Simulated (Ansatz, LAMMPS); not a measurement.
**What do other settings change for crystal/amorphous interface of Si with 5 % C on Si sites, (110) (192 atoms)?**

The cell holds 192 atoms: 182 Si and 10 C. Cell: a = 10.864 Å, b = 15.364 Å, c = 23.197 Å, α = 90.0°, β = 90.0°, γ = 90.0°. It derives from Si (diamond Si) and C. A 2 x 2 x 3 block of diamond Si (a = 5.432 Å), 5 % of Si replaced at random by C with its (110) planes normal to z; the lower 33 % held fixed, the rest melted at 3500 K for 10 ps and cooled to 500 K at 100 K/ps with the Tersoff potential (Tersoff, Phys. Rev. B 39, 5566 (1989)); then all atoms free for 10 ps at 500 K, the cell's length along z at zero stress. Regions: crystal, 64 atoms (62 Si and 2 C); amorphous, 128 atoms (120 Si and 8 C).

Geometry: as built.

Reference run: Kohn-Sham DFT, PBE, PAW (set soft_2), plane waves (Ansatz 0.2.0), cutoff 420 eV, Γ point, gaussian smearing of 0.05 eV.

| Property | Result |
| --- | --- |
| r.m.s. force component | 0.6757 eV/Å |
| pressure | -0.2739 GPa |
| spacing of highest filled and lowest empty level | 0.0073 eV |
| SCF cycles | 13 |
| time | 52 s on 4 threads of Intel Xeon 6975P-C (Granite Rapids), shared host |

**Question.** The same geometry is run again with each of these changes. How far do the results move, and how long does each run take?
- support functions medium
- support functions low
- support functions high
- support functions medium, radius 3.94 Å
- support functions medium, radius 4.26 Å
- support functions medium, radius 4.54 Å
- support functions medium, radius 4.87 Å
- support functions medium, radius 5.48 Å
- support functions medium, radius 6.09 Å

Differences are against the plane-wave reference (Kohn-Sham DFT, PBE, PAW (set soft_2), plane waves), whose r.m.s. force component is 0.676 eV/Å. Energies are set beside the reference only for runs with its functional, potentials and electron count. Times are for 4 threads of Intel Xeon 6975P-C (Granite Rapids), shared host. The reference's time includes the DOS, the stress and grids, which some other runs skip.

| run | Δ force, r.m.s. (meV/Å) | share of r.m.s. force (%) | Δ energy (meV/atom) | cycles | time | host memory (GiB) |
| --- | --- | --- | --- | --- | --- | --- |
| reference | - | - | - | 13 | 52 s | 5.4 |
| support functions medium | 0.287 | 0.0425 | -0.409 | 21 | 2.5 min | 5.5 |
| support functions low | 0.319 | 0.0473 | -0.409 | 19 | 2.3 min | 5.5 |
| support functions high | 0.11 | 0.0163 | -0.447 | 29 | 9.3 min | 11 |
| support functions medium, radius 3.94 Å | 0.358 | 0.053 | -0.410 | 21 | 2.3 min | 5.4 |
| support functions medium, radius 4.26 Å | 0.212 | 0.0314 | -0.411 | 21 | 2.7 min | 5.7 |
| support functions medium, radius 4.54 Å | 0.171 | 0.0253 | -0.411 | 21 | 3 min | 6.2 |
| support functions medium, radius 4.87 Å | 0.161 | 0.0238 | -0.411 | 21 | 3.7 min | 6.8 |
| support functions medium, radius 5.48 Å | 0.158 | 0.0233 | -0.412 | 21 | 5.6 min | 8.4 |
| support functions medium, radius 6.09 Å | 0.155 | 0.023 | -0.412 | 21 | 8.4 min | 10 |

Among numerical settings the force difference runs from 0.11 meV/Å (support functions high) to 0.36 meV/Å (support functions medium, radius 3.94 Å). At 192 atoms the fastest of the runs at a preset level, support functions low, takes roughly 2.7 times the time of plane waves (whose run also made extra analyses, so the like-for-like ratio is larger), in 19 SCF cycles against 13. Differences between support functions and plane waves include what basis error the plane-wave run still has. As the radius goes from 3.94 to 6.09 Å, the force difference goes from 0.36 to 0.15 meV/Å, and the time from 2.3 min to 8.4 min. 

[Hosts, paths, dates, database ids (printed as entryN), source tags and the programs' standing remarks are cut or masked in the printed files.]
